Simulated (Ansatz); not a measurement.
## The puckered PAs bilayer (AB) under a gate

Aim: charge, voltage and capacitance of the puckered PAs bilayer (AB) in a field-effect set-up.

Calculated with Ansatz 0.2.0; plane-wave DFT, PBE-D3(BJ), Ansatz PAW.

## 1. The starting structure

The cell holds 8 atoms: 4 P and 4 As. Its edges and angles: a = 4.690 Å, b = 3.500 Å, c = 46.820 Å, α = 90.0°, β = 90.0°, γ = 90.0°. Regions: layer 1: puckered PAs, 4 atoms (2 P and 2 As); layer 2: puckered PAs, 4 atoms (2 P and 2 As). Vacuum lies along c.

## 2. Relaxing the slab

The starting cell is a guess, so the in-plane lattice and the atoms are relaxed first, with the slab cut off from its images along the normal.

input.yaml reads:

```yaml
crystal:
  lattice:
    - [4.69, 0.0, 0.0]
    - [0.0, 3.5, 0.0]
    - [0.0, 0.0, 46.8200000012]
  atoms:
    - { symbol: P, position: [0.09, 0.0, 0.4154207603] }
    - { symbol: As, position: [0.41, 0.5, 0.4175565997] }
    - { symbol: As, position: [0.91, 0.0, 0.4636907304] }
    - { symbol: P, position: [0.59, 0.5, 0.4658265698] }
    - { symbol: P, position: [0.09, 0.5, 0.5341734302] }
    - { symbol: As, position: [0.41, 0.0, 0.5363092696] }
    - { symbol: As, position: [0.91, 0.5, 0.5824434003] }
    - { symbol: P, position: [0.59, 0.0, 0.5845792397] }
  periodic: [true, true, false]
kpoints:
  mp_grid: { grid: [8, 10, 1] }
hamiltonian:
  xc: pbe
  dispersion: d3bj
scf:
  occupations: { method: fermi_dirac, width: 0.05 }
  convergence: { dr2_threshold: 1.0e-09 }
relax:
  f_tol: 0.004
  max_steps: 90
  cell: {}
output:
  write_potential: true
  write_density: true
  volumetric_format: npy
```

The run is started by

```console
$ ansatz run input.yaml --threads 4 --pin off --max-ram 16384MiB --backend cpu --events-out ev --progress --plain --runs-dir out
```

Numbers of over 12 decimals in the logs are rounded to 6 here.

What it wrote:

```text
Warning: relax.cell: scf.convergence.dr2_threshold = 1e-9 eV is looser than the 2.49123086576e-10 eV advised for a relaxation that steers and ends on the stress (1e-10 eV for each atom of the cell: 8, times the square of relax.cell.stress_2d_tol = 0.05 N/m over 17.9 Å (the atoms' height at the walk's start and 5 Å past either face), 2.790e-2 GPa, over a crystal's default 0.05). What an SCF threshold leaves in a stress goes as its square root, and in the free energy as the threshold itself, and one threshold admits the most on a small cell: [figures from the program's tests cut] Set scf.convergence.dr2_threshold to 2.49123086576e-10 eV or tighter. [rest of the remark cut]
Engine: ansatz 0.2.0, aarch64-unknown-linux-gnu
Pseudopotentials: kind: paw
Pseudopotential: P, paw, valence charge 5, recommended cutoff 420 eV (normal), P.paw.azcp
Pseudopotential: As, paw, valence charge 15, recommended cutoff 420 eV (normal), As.paw.azcp
Functional definition: PBE
  parameter kappa = 0.804
  parameter beta = 0.066725
  exchange = pbe_x(kappa = kappa, mu = beta*pi^2/3)
  correlation = pbe_c(beta = beta)
Crystal: 8 atoms, lattice volume = 768.550 Å³
Basis set: ecut = 420 eV, 14985 PW (Γ), exchange–correlation on 64×48×640 points (8 copies of the dense FFT grid, shifted against one another)
Bands: 48, of which v1, the nominal top of the filled ones, is band 40 counted from 1 (39 counted from 0)
Symmetry: 4 space group operations
Space group: Pmc21 (ITA 26), of the structure as read, at distance tolerance 9.2e-5 Å
k-points: 30 of 80 (time reversal used)
Non-local potential: P, projectors of the file, l = 0: 2, l = 1: 2, l = 2: 2
Non-local potential: As, projectors of the file, l = 0: 2, l = 1: 2, l = 2: 3, l = 3: 1
PAW form: soft (Blöchl's): semilocal exchange-correlation on the pseudo side does not see the compensation charge
PAW one-centre angular grid: P, 110 points (default); XC on 64 Gauss nodes
PAW one-centre angular grid: As, 590 points (default); XC on 64 Gauss nodes
Initial density: superposition of atomic densities (neutral atoms: chi_scale 0, normalization atom), corrected by the library's trained network
Initial wavefunctions: pseudopotential atomic-orbital guess
Functional: x = pbe(κ = 0.804, μ = 0.219515), c = pbe(β = 0.066725)
SCF iter   1: F=—  HF=-22448.834536 eV  |F-HF|=—  |Δ(HF+E_count)|=         —  Δρ=1.24e-3  dr2=6.78e-2  ethr=1.77e-3  ⟨swp⟩=11.4  Hψ=7418  notcnv=0
preconditioner: auto → Resta (q_TF=auto, 1.871 Å⁻¹)  ε∞=2.0  [insulator: Δε(μ)=0.664 eV  Ē_g=8.584 eV  σ=0.050 eV  W_gap=1.00  n_scr=78 (ndim 8)  ℏωp=8.5 eV  f_vac=0.746  D(μ)=0.00/eV (n_scr^D=0)  ε∞_Penn≈2.0  vacuum switching on, ρ_ref=5.3e-3 e/Å³]
SCF iter   2: F=—  HF=-22448.835982 eV  |F-HF|=—  |Δ(HF+E_count)|=   1.45e-3  Δρ=1.14e-3  dr2=9.88e-2  ethr=8.48e-5  ⟨swp⟩=3.8  Hψ=2888  notcnv=0  defer=55
SCF iter   3: F=—  HF=-22448.825427 eV  |F-HF|=—  |Δ(HF+E_count)|=   1.06e-2  Δρ=3.65e-4  dr2=2.64e-3  ethr=8.48e-5  ⟨swp⟩=3.0  Hψ=1946  notcnv=0  defer=55
SCF iter   4: F=—  HF=-22448.825686 eV  |F-HF|=—  |Δ(HF+E_count)|=   2.60e-4  Δρ=1.60e-4  dr2=1.73e-4  ethr=3.30e-6  ⟨swp⟩=2.7  Hψ=2185  notcnv=0  defer=55
SCF iter   5: F=—  HF=-22448.825807 eV  |F-HF|=—  |Δ(HF+E_count)|=   1.21e-4  Δρ=5.01e-5  dr2=1.71e-5  ethr=2.16e-7  ⟨swp⟩=3.3  Hψ=3002  notcnv=0  defer=55
SCF iter   6: F=—  HF=-22448.825817 eV  |F-HF|=—  |Δ(HF+E_count)|=   1.01e-5  Δρ=1.50e-5  dr2=2.26e-6  ethr=2.14e-8  ⟨swp⟩=3.9  Hψ=3117  notcnv=0  defer=55
SCF iter   7: F=—  HF=-22448.825882 eV  |F-HF|=—  |Δ(HF+E_count)|=   6.48e-5  Δρ=3.79e-6  dr2=1.12e-7  ethr=2.83e-9  ⟨swp⟩=2.8  Hψ=2471  notcnv=0  defer=55
SCF iter   8: F=—  HF=-22448.825882 eV  |F-HF|=—  |Δ(HF+E_count)|=   9.28e-8  Δρ=1.11e-6  dr2=1.07e-8  ethr=1.40e-10  ⟨swp⟩=3.4  Hψ=3020  notcnv=0  defer=55
SCF iter   9: F=—  HF=-22448.825882 eV  |F-HF|=—  |Δ(HF+E_count)|=   1.52e-8  Δρ=3.56e-7  dr2=1.54e-9  ethr=1.34e-11  ⟨swp⟩=3.5  Hψ=3198  notcnv=0  defer=55
SCF iter  10: F=-22448.825882 eV  HF=-22448.825882 eV  |F-HF|=3.17e-10  |Δ(HF+E_count)|=  2.58e-10  Δρ=1.09e-7  dr2=9.18e-11  ethr=1.25e-12  ⟨swp⟩=10.5  Hψ=9650  notcnv=0
SCF 1 converged in 10 iterations: F = -22448.825882 eV  dr2 = 9.18e-11
  greatest PAW one-centre occupation: 0.999 electrons in one spin orbital (limit 2), on the As atom at site 5 (counted from 0), in its partial waves of l = 2
relax step   1: F+E_penalty+E_count = -22448.82588210 eV  Δ(F+E_penalty+E_count) = +0.000e0 eV  max|allowed force component| = 1.095e0 eV/Å  Δτ_max = 0.0000 Å  P = +1.528 N/m  Ω = 768.550 Å³  fix = [c, alpha, beta]  reactions: c +0.000 N/m  (10 SCF iters, accepted)
Crystal: 8 atoms, lattice volume = 733.342 Å³
Basis set: ecut = 420 eV, 14437 PW (Γ), exchange–correlation on 64×48×640 points (8 copies of the dense FFT grid, shifted against one another)
Initial density: handed on by an earlier stage of this run
Initial wavefunctions: those handed on with the density
iter 1 solved again at ethr=1.67e-4 eV; its pass at ethr=3.10e-3 eV (dr2=1.34e-1 eV) is discarded
SCF iter   1: F=—  HF=-22449.124813 eV  |F-HF|=—  |Δ(HF+E_count)|=         —  Δρ=5.51e-3  dr2=1.35e-1  ethr=1.67e-4  ⟨swp⟩=2.6  Hψ=9746  notcnv=0
preconditioner: auto → Resta (q_TF=auto, 1.886 Å⁻¹)  ε∞=2.0  [insulator: Δε(μ)=0.432 eV  Ē_g=8.568 eV  σ=0.050 eV  W_gap=0.97  n_scr=76 (ndim 8)  ℏωp=8.7 eV  f_vac=0.749  D(μ)=0.04/eV (n_scr^D=0)  ε∞_Penn≈2.0  vacuum switching on, ρ_ref=5.3e-3 e/Å³]
SCF iter   2: F=—  HF=-22449.110430 eV  |F-HF|=—  |Δ(HF+E_count)|=   1.44e-2  Δρ=2.80e-3  dr2=3.59e-2  ethr=1.67e-4  ⟨swp⟩=2.9  Hψ=2034  notcnv=0
SCF iter   3: F=—  HF=-22449.124252 eV  |F-HF|=—  |Δ(HF+E_count)|=   1.38e-2  Δρ=1.36e-3  dr2=1.11e-1  ethr=4.48e-5  ⟨swp⟩=3.7  Hψ=3066  notcnv=0  defer=2  recentre
SCF iter   4: F=—  HF=-22449.113069 eV  |F-HF|=—  |Δ(HF+E_count)|=   1.12e-2  Δρ=4.23e-4  dr2=2.47e-3  ethr=4.48e-5  ⟨swp⟩=3.8  Hψ=2234  notcnv=0  defer=4
SCF iter   5: F=—  HF=-22449.112792 eV  |F-HF|=—  |Δ(HF+E_count)|=   2.77e-4  Δρ=1.34e-4  dr2=1.41e-4  ethr=3.09e-6  ⟨swp⟩=3.1  Hψ=2213  notcnv=0  defer=4
SCF iter   6: F=—  HF=-22449.112803 eV  |F-HF|=—  |Δ(HF+E_count)|=   1.08e-5  Δρ=3.15e-5  dr2=7.30e-6  ethr=1.77e-7  ⟨swp⟩=3.1  Hψ=2568  notcnv=0  defer=4
SCF iter   7: F=—  HF=-22449.112872 eV  |F-HF|=—  |Δ(HF+E_count)|=   6.88e-5  Δρ=1.12e-5  dr2=9.92e-7  ethr=9.12e-9  ⟨swp⟩=3.1  Hψ=2937  notcnv=0  defer=4
SCF iter   8: F=—  HF=-22449.112872 eV  |F-HF|=—  |Δ(HF+E_count)|=   4.19e-7  Δρ=2.81e-6  dr2=7.33e-8  ethr=1.24e-9  ⟨swp⟩=3.4  Hψ=3009  notcnv=0  defer=5
[...]
relax step   9: F+E_penalty+E_count = -22449.11777774 eV  Δ(F+E_penalty+E_count) = +1.255e-1 eV  max|allowed force component| = 6.059e-1 eV/Å  Δτ_max = 0.0788 Å  P = -3.994 N/m  Ω = 721.534 Å³  energy of the carried Pulay correction = +1.381e-3 eV  fix = [c, alpha, beta]  (10 SCF iters, rejected (line search))
relax step  10: F+E_penalty+E_count = -22449.24427678 eV  Δ(F+E_penalty+E_count) = -1.021e-3 eV  max|allowed force component| = 2.656e-2 eV/Å  Δτ_max = 0.0156 Å  P = +0.199 N/m  Ω = 705.699 Å³  energy of the carried Pulay correction = +1.866e-3 eV  fix = [c, alpha, beta]  reactions: c +0.000 N/m  (9 SCF iters, accepted)
relax step  11: F+E_penalty+E_count = -22449.24470133 eV  Δ(F+E_penalty+E_count) = -4.245e-4 eV  max|allowed force component| = 9.895e-3 eV/Å  Δτ_max = 0.0060 Å  P = -0.038 N/m  Ω = 708.373 Å³  energy of the carried Pulay correction = +1.783e-3 eV  fix = [c, alpha, beta]  reactions: c +0.000 N/m  (8 SCF iters, accepted)
relax step  12: F+E_penalty+E_count = -22449.24475505 eV  Δ(F+E_penalty+E_count) = -5.373e-5 eV  max|allowed force component| = 7.262e-4 eV/Å  Δτ_max = 0.0033 Å  P = -0.005 N/m  Ω = 708.079 Å³  energy of the carried Pulay correction = +1.793e-3 eV  fix = [c, alpha, beta]  reactions: c +0.000 N/m  (7 SCF iters, accepted)
Basis set: ecut = 420 eV, 13797 PW (Γ), exchange–correlation on 60×48×640 points (8 copies of the dense FFT grid, shifted against one another)
Initial wavefunctions: pseudopotential atomic-orbital guess (no wavefunctions were taken with the density)
iter 1 solved again at ethr=7.58e-7 eV; its pass at ethr=3.10e-3 eV (dr2=6.07e-4 eV) is discarded
SCF iter   1: F=—  HF=-22449.243607 eV  |F-HF|=—  |Δ(HF+E_count)|=         —  Δρ=2.26e-5  dr2=7.09e-7  ethr=7.58e-7  ⟨swp⟩=5.5  Hψ=13072  notcnv=0
eigensolver tolerance schedule: the retry pair's looser diagonalisation over-reported the residual by 854.72 of it (diagonalisation noise at 0.26 of the residual, at the tolerance the schedule requests for it); recorded, not acted on — ethr = c·dr2/N_el stays at c = 1.0e-1
preconditioner: auto → Resta (q_TF=auto, 1.897 Å⁻¹)  ε∞=2.0  [insulator: Δε(μ)=0.371 eV  Ē_g=8.616 eV  σ=0.050 eV  W_gap=0.95  n_scr=80 (ndim 8)  ℏωp=8.8 eV  f_vac=0.749  D(μ)=0.07/eV (n_scr^D=0)  ε∞_Penn≈2.0  vacuum switching on, ρ_ref=5.4e-3 e/Å³]
SCF iter   2: F=—  HF=-22449.243661 eV  |F-HF|=—  |Δ(HF+E_count)|=   5.40e-5  Δρ=1.24e-5  dr2=3.04e-7  ethr=8.86e-10  ⟨swp⟩=4.1  Hψ=4169  notcnv=0
SCF iter   3: F=—  HF=-22449.243672 eV  |F-HF|=—  |Δ(HF+E_count)|=   1.05e-5  Δρ=4.28e-6  dr2=7.64e-8  ethr=3.80e-10  ⟨swp⟩=2.5  Hψ=2209  notcnv=0
SCF iter   4: F=—  HF=-22449.243673 eV  |F-HF|=—  |Δ(HF+E_count)|=   1.72e-6  Δρ=1.23e-6  dr2=2.85e-8  ethr=9.55e-11  ⟨swp⟩=3.9  Hψ=3262  notcnv=0
SCF iter   5: F=—  HF=-22449.243674 eV  |F-HF|=—  |Δ(HF+E_count)|=   2.45e-7  Δρ=6.71e-7  dr2=3.36e-8  ethr=3.56e-11  ⟨swp⟩=2.5  Hψ=1866  notcnv=0
SCF iter   6: F=—  HF=-22449.243674 eV  |F-HF|=—  |Δ(HF+E_count)|=   1.79e-8  Δρ=2.92e-7  dr2=5.13e-9  ethr=3.56e-11  ⟨swp⟩=2.1  Hψ=1739  notcnv=0
SCF iter   7: F=-22449.243674 eV  HF=-22449.243674 eV  |F-HF|=6.11e-10  |Δ(HF+E_count)|=   5.90e-9  Δρ=8.65e-8  dr2=5.28e-10  ethr=1.25e-12  ⟨swp⟩=12.0  Hψ=10874  notcnv=0
SCF 13 converged in 7 iterations: F = -22449.243674 eV  dr2 = 5.28e-10
relax step  13: F+E_penalty+E_count = -22449.24367354 eV  Δ(F+E_penalty+E_count) = +1.082e-3 eV  max|allowed force component| = 6.849e-4 eV/Å  Δτ_max = 0.0000 Å  P = -0.012 N/m  Ω = 708.079 Å³  fix = [c, alpha, beta]  reactions: c +0.000 N/m  stress off target by 1.92e-2 N/m on what of the cell is left free  SCF on the basis re-selected at this cell (its energy is not comparable with the rows above)  (7 SCF iters)
basis re-selected at this cell: Δ(F+E_penalty+E_count) = +1.082e-3 eV, ΔP = -0.006 N/m vs the last step (what re-selecting the basis moved, of the pressure what is left beyond the Pulay correction that the steps carried, after the strain that the cell walked since its last selection, with what the two solves' SCF thresholds leave and, on support functions, any second-order correction that the steps lacked; it is no measure of the basis error at this ecutwfc). The dense FFT grid was sized anew with the basis: this SCF ran on 30×24×320 points, the steps before it on 32×24×320, so part of this shift can come from that change (see relax.cell in the input reference). [rest of the remark cut]
WARN: The output density's exchange-correlation potential varies sharply where the density is thin. Do not read a vacuum level from v_tot or v_xc, or from such a field of the output density. On a cell that repeats whose density bears no net charge and no dipole along the vacuum's axis use v_es (v_loc + v_h of the components); under efield.dipole_correction with no amplitude use v_es + v_field, which holds any externa [...]
SCF converged after 7 iterations
Free energy (F): -22449.243674 eV
Harris-Foulkes:  -22449.243674 eV  (|F-HF|=6.11e-10)
Internal energy: -22449.242774 eV  (E = F + TS)
E sigma→0 (E₀):  -22449.243224 eV
Entropy (-TS):   -0.000899 eV (-0.112 meV/atom)
Fermi energy:    -4.099596 eV
--- Per-component energies (eV) ---
  E_band       = -2041.108809
  E_kinetic    = 688.149323
  E_local      = -326558.331730  (includes V_loc(G=0)·N_el)
  E_nonlocal   = -2545.597211
  E_hartree    = 163016.016138
  E_xc         = -561.060948
  E_vxc        = -557.497620  (∫ρ·V_xc dr)
  E_paw        = -9616.754530  (= ΣΔE_a)
  E_vpaw       = 900.129201  (= ΣTr[D̂ρ^β])
  E_aug_tail   = 0.000045  (compensation charges beyond the density's cutoff)
  E_ewald      = 153130.956340
  E_disp       = -2.620202  (pairwise vdW)
  E_smearing   = -0.000899  (= −TS)
  E_closure    = -0.000000  (closes the sum)
  Σ components = -22449.243674   (vs F -22449.243674, Δ=0.00e0)
--- Forces (eV/Å), atoms counted from 1 ---
  atom   1  P     -0.00057440     0.00000000     0.00011505
  atom   2  As     0.00030250     0.00000000    -0.00010107
  atom   3  As     0.00010470     0.00000000    -0.00068489
  atom   4  P      0.00016710     0.00000000    -0.00037134
  atom   5  P      0.00016710     0.00000000     0.00037134
  atom   6  As     0.00010470     0.00000000     0.00068489
  atom   7  As     0.00030250     0.00000000     0.00010107
  atom   8  P     -0.00057440     0.00000000    -0.00011505
  max |Σ_I F_I| component: 1.93e-7 eV/Å
--- 2D stress c σ (N/m, compression-positive) ---
       -0.019225       0.000000       0.000000
        0.000000      -0.004299       0.000000
        0.000000       0.000000       0.000000
  P = ½ c Tr σ = -0.0118 N/m
--- Band table (eV; the first three rows and the last of 30) ---
  k-point 0: bands = [... 36 lower, -6.3803, -6.0775, -4.9857, -4.6262, -3.8992, -3.0787, -2.9693, -2.7099, ... 4 higher]
  k-point 1: bands = [... 36 lower, -6.5001, -6.3751, -4.9670, -4.6575, -3.8878, -2.9378, -2.2509, -2.0642, ... 4 higher]
  k-point 2: bands = [... 36 lower, -6.3481, -6.2034, -5.1124, -4.9934, -3.7460, -3.0234, -2.5588, -2.4726, ... 4 higher]
  k-point 29: bands = [... 36 lower, -6.3691, -6.3691, -6.3217, -6.3217, -2.0744, -2.0744, -2.0596, -2.0596, ... 4 higher]
  the weakly bound empty levels are not read free of the cell's end (no_gap_told)
--- Relaxed structure (12 steps of the walk, 10 accepted, 1 SCFs on fresh bases) ---
  F+E_penalty+E_count = -22449.24367354 eV   max|allowed force component| = 6.849e-4 eV/Å   (the final SCF, on the basis selected at the relaxed cell)
  cell:  # Å, volume = 708.0785 Å³
    - [4.273552, 0.0, 0.0]
    - [0.0, 3.538840, 0.0]
    - [0.0, 0.0, 46.8200000012]
  atoms:
    - { symbol: P, position: [0.066041, 0, 0.421210] }
    - { symbol: As, position: [0.435505, 0.500000, 0.416993] }
    - { symbol: As, position: [0.934244, 0, 0.470282] }
    - { symbol: P, position: [0.564210, 0.500000, 0.466143] }
    - { symbol: P, position: [0.064210, 0.500000, 0.533857] }
    - { symbol: As, position: [0.434244, 0, 0.529718] }
    - { symbol: As, position: [0.935505, 0.500000, 0.583007] }
    - { symbol: P, position: [0.566041, 0, 0.578790] }
```

It took 6.9 min on 4 threads of Arm Neoverse V1, shared host; peak memory 1.5 GiB.

The steps of the relaxation:

| step | energy less that of the first step (eV) | largest force component (eV/Å) | volume (Å³) |
| --- | --- | --- | --- |
| 1 | 0.0000 | 1.0951 | 768.55 |
| 2 | -0.2870 | 0.2174 | 733.34 |
| 3 | -0.3050 | 0.2796 | 739.45 |
| 4 | -0.3894 | 0.1467 | 713.26 |
| 5 | -0.3986 | 0.0746 | 720.96 |
| 6 | -0.4046 | 0.0536 | 719.92 |
| 7 | -0.2353 | 0.6380 | 714.37 |
| 8 | -0.4174 | 0.0595 | 711.44 |
| 9 | -0.2919 | 0.6059 | 721.53 |
| 10 | -0.4184 | 0.0266 | 705.70 |
| 11 | -0.4188 | 0.0099 | 708.37 |
| 12 | -0.4189 | 0.0007 | 708.08 |
| 13* | -0.4178 | 0.0007 | 708.08 |

Relaxation steps marked * repeat the geometry before them on a plane-wave basis chosen anew for their cell, so energy and pressure can jump there. Relaxation steps 7, 9 were tried and not accepted.

Forces are held to the 4 operations that the run works with; a distortion that breaks them can't arise in this run.

| cell as run | before | after | change |
| --- | --- | --- | --- |
| a (Å) | 4.690 | 4.274 | -8.9 % |
| b (Å) | 3.500 | 3.539 | +1.1 % |

The atoms that moved most (Å, along periodic axes as changes of fractional coordinates times the final cell, across vacuum about the mean position):

| atom | dx | dy | dz | length |
| --- | --- | --- | --- | --- |
| As6 | 0.104 | 0.000 | -0.309 | 0.326 |
| As3 | 0.104 | 0.000 | 0.309 | 0.326 |
| P1 | -0.102 | 0.000 | 0.271 | 0.290 |
| P8 | -0.102 | 0.000 | -0.271 | 0.290 |
| As2 | 0.109 | 0.000 | -0.026 | 0.112 |
| As7 | 0.109 | 0.000 | 0.026 | 0.112 |
| P4 | -0.110 | 0.000 | 0.015 | 0.111 |
| P5 | -0.110 | 0.000 | -0.015 | 0.111 |

Numbers from this step:

| Property | Result |
| --- | --- |
| energy at zero smearing | -22449.2432 eV |

The lattice constant a goes from 4.690 to 4.274 Å.

(Continued in part 2 of 3.)

[Logs are printed without paths, hosts, clocks, repeated set-up lines and the standing remarks that a program may print on its own settings, such as how far it seeks lower states.]

[Hosts, paths, dates, database ids (printed as entryN), source tags and the programs' standing remarks are cut or masked in the printed files.]

[Maps of the electrostatic potential energy from Ansatz leave out the sawtooth potential of an applied field or a dipole correction, so their vacuum need not be flat; planar profiles and work functions include it.]
